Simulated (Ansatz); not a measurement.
## RbSb4F13 (I4/m): G0W0 under other settings

Aim: change settings of a G0W0 run on RbSb4F13 (I4/m) and see what moves.

Method: G0W0 on PBE, plane waves, PAW; PAW set soft_1, in Ansatz 0.2.0.

Most raw output is cut from this account.

**1. The starting structure**

The structure is tetragonal, space group I4/m (No. 87). Conventional cell: a = 9.635 Å, b = 9.635 Å, c = 6.563 Å, α = 90.00°, β = 90.00°, γ = 90.00°. Nearest to Rb lie 10 F at 2.92 to 3.28 Å. Nearest to Sb lie 3 F at 1.97 to 2.00 Å. Nearest to F lie 4 Sb at 2.67 Å and 8 F at 2.71 Å and 2 Rb at 3.28 Å. Nearest to F lie 1 Sb at 2.00 Å. Nearest to F lie 2 Sb at 1.97 to 2.90 Å and 1 Rb at 2.92 Å. Farther neighbours and most contacts between anions are not listed.

Geometry: measured cell, ions relaxed with PBE. The runs that relaxed it are not among those shown. Spin-orbit coupling is left out unless a step names it.

**2. The base run: 2×2×2 mesh, 476 empty bands, screening to 78 eV, PAW set soft_1 files**

G0W0 replaces the xc potential by the self-energy, built once from these orbitals. Only a window of levels is corrected, while the sums run over the empty bands that the input names. This step takes PAW set soft_1 files.

The input, input.yaml:

```yaml
crystal:
  lattice:
    - [-4.8175, 4.8175, 3.2815]
    - [4.8175, -4.8175, 3.2815]
    - [4.8175, 4.8175, -3.2815]
  atoms:
    - { symbol: Rb, position: [0.5, 0.5, 0.0] }
    - { symbol: Sb, position: [0.0063970689, 0.2770921314, 0.2834892002] }
    - { symbol: Sb, position: [0.2770921314, 0.9936029311, 0.2706950625] }
    - { symbol: Sb, position: [0.9936029311, 0.7229078686, 0.7165107998] }
    - { symbol: Sb, position: [0.7229078686, 0.0063970689, 0.7293049375] }
    - { symbol: F, position: [0.0, 0.0, 0.0] }
    - { symbol: F, position: [0.5614796371, 0.8766087358, 0.4380883729] }
    - { symbol: F, position: [0.8766087358, 0.4385203629, 0.3151290987] }
    - { symbol: F, position: [0.4385203629, 0.1233912642, 0.5619116271] }
    - { symbol: F, position: [0.1233912642, 0.5614796371, 0.6848709013] }
    - { symbol: F, position: [0.4300990428, 0.3344864191, 0.3207384218] }
    - { symbol: F, position: [0.3344864191, 0.0137479972, 0.9043873762] }
    - { symbol: F, position: [0.0137479972, 0.109360621, 0.6792615782] }
    - { symbol: F, position: [0.109360621, 0.4300990428, 0.0956126238] }
    - { symbol: F, position: [0.5699009572, 0.6655135809, 0.6792615782] }
    - { symbol: F, position: [0.6655135809, 0.9862520028, 0.0956126238] }
    - { symbol: F, position: [0.9862520028, 0.890639379, 0.3207384218] }
    - { symbol: F, position: [0.890639379, 0.5699009572, 0.9043873762] }
kpoints:
  mp_grid: { grid: [2, 2, 2] }
hamiltonian:
  xc: pbe
  pseudopotentials: { kind: paw, azcp: { folder: soft_1 } }
scf:
  occupations: { method: fixed }
gw:
  n_empty_bands: 476
  ecut_chi: 78
  qp_bands: [v4, c4]
  qp_kpoints: band_edges
  screening: { model: contour_deformation }
```

Run with:

```console
$ ansatz run input.yaml --threads 2 --pin off --max-ram 92160MiB --backend cuda --events-out ev --progress --plain --runs-dir out --devices 1 --max-vram 13GiB
```

Run time: 11 s. Hardware: 1 × NVIDIA H100 80GB HBM3 (shared by 6 runs) with 2 threads of AMD EPYC 7R13 (Zen 3), shared host; peak memory 1.5 GiB.

Numbers from this step:

| Item | Value |
| --- | --- |
| bands summed | 556 |
| RPA ε∞ on this mesh (eigenvalues) | 2.395, 2.641, 2.641 |
| plane waves in the screening matrix | 473 |
| q-points in the mesh | 8 |
| G0W0 gap on the mesh | 7.427 eV |
| k of the valence top | 0, 0, -0.5 |
| k of the conduction bottom | 0, -0.5, 0 |
| starting gap on the mesh | 4.887 eV |
| Z at the valence top | 0.7933 |
| Z at the conduction bottom | 0.8351 |
| least direct G0W0 gap on the computed points | 7.484 eV |

The gap on the mesh goes from 4.89 eV to 7.43 eV, a correction of +2.54 eV. Between the two edge states, bare exchange in place of the xc potential would open the gap by 8.85 eV, and correlation takes back 6.31 eV.

**3. Variant: wavefunction cutoff**

Edit input.yaml of step 2 so:

```diff
@@ -32,4 +32,4 @@
 gw:
-  n_empty_bands: 476
-  ecut_chi: 78
+  n_empty_bands: 691
+  ecut_chi: 100
   qp_bands: [v4, c4]
@@ -37 +37,3 @@
   screening: { model: contour_deformation }
+basis:
+  ecutwfc: 350
```

The job ended after 15 s (1 × NVIDIA H100 80GB HBM3 (shared by 6 runs) with 2 threads; peak memory 1.7 GiB; 18 s of CPU time).

The G0W0 gap on the mesh is 7.418 eV.

Against the base:

| setting | base | variant |
| --- | --- | --- |
| empty bands | 476 | 691 |
| screening cutoff (eV) | 78 | 100 |
| typed cutoff | - | 350 |

| quantity | variant | base |
| --- | --- | --- |
| starting gap on the mesh | 4.888 | 4.887 |
| G0W0 gap on the mesh | 7.418 | 7.427 |
| least direct G0W0 gap on the computed points | 7.474 | 7.484 |
| Z at the valence top | 0.791 | 0.793 |
| Z at the conduction bottom | 0.834 | 0.835 |

**4. Variant: other PAW set**

This step: G0W0 on PBE, plane waves, PAW.

Edit input.yaml of step 3 so:

```diff
@@ -28,3 +28,3 @@
   xc: pbe
-  pseudopotentials: { kind: paw, azcp: { folder: soft_1 } }
+  pseudopotentials: { kind: paw, source: ansatz }
 scf:
@@ -37,3 +37 @@
   screening: { model: contour_deformation }
-basis:
-  ecutwfc: 350
```

Elapsed: 36 s, on 1 × NVIDIA H100 80GB HBM3 (shared by 6 runs) with 2 threads; peak memory 3.5 GiB; 42 s of CPU time.

The G0W0 gap on the mesh is 7.420 eV.

Against the base:

| setting | base | variant |
| --- | --- | --- |
| files | PAW set soft_1 | hard PAW |
| empty bands | 476 | 691 |
| screening cutoff (eV) | 78 | 100 |

| quantity | variant | base |
| --- | --- | --- |
| starting gap on the mesh | 4.889 | 4.887 |
| G0W0 gap on the mesh | 7.420 | 7.427 |
| least direct G0W0 gap on the computed points | 7.476 | 7.484 |
| Z at the valence top | 0.791 | 0.793 |
| Z at the conduction bottom | 0.834 | 0.835 |

**5. What came out**

- base: 7.43 eV, 11 s
- wavefunction cutoff: 7.42 eV, 15 s
- other PAW set: 7.42 eV, 36 s

In words: Wavefunction cutoff: the gap moves by −0.01 eV (the plane-wave cutoff goes from 420 to 350 eV). The variant differs from the base in empty bands, screening cutoff and typed cutoff together, so the change can't be laid to one of them. Other PAW set: the gap moves by −0.01 eV and the time by a factor of 3.4 (the plane-wave cutoff goes from 420 to 1050 eV). The variant differs from the base in files, empty bands and screening cutoff together, so the change can't be laid to one of them. All runs here use a coarse mesh and modest cutoffs; they test settings and are not final values. The 2×2×2 mesh is coarse for this cell (its supercell is 15 Å along the shortest edge). The RPA ε∞ on it, from the PBE start, is 2.40 and 2.64; such meshes misread the long-range screening, most where the gap is narrow. The many-body steps are scalar-relativistic: spin-orbit coupling is not in them.

[Paths, hosts, dates, memory and timing lines, banners, echoed tables and standing remarks are left out of the program output.]

[Logs are printed without paths, hosts, clocks, repeated set-up lines and the standing remarks that a program may print on its own settings, such as how far it seeks lower states.]

[Runs of the session that timed out or met a known fault of the program may be left out.]

[Cells called generated may have been cut or substituted from an entry of the Crystallography Open Database or the Materials Project.]

[Hosts, paths, dates, database ids (printed as entryN), source tags and the programs' standing remarks are cut or masked in the printed files.]
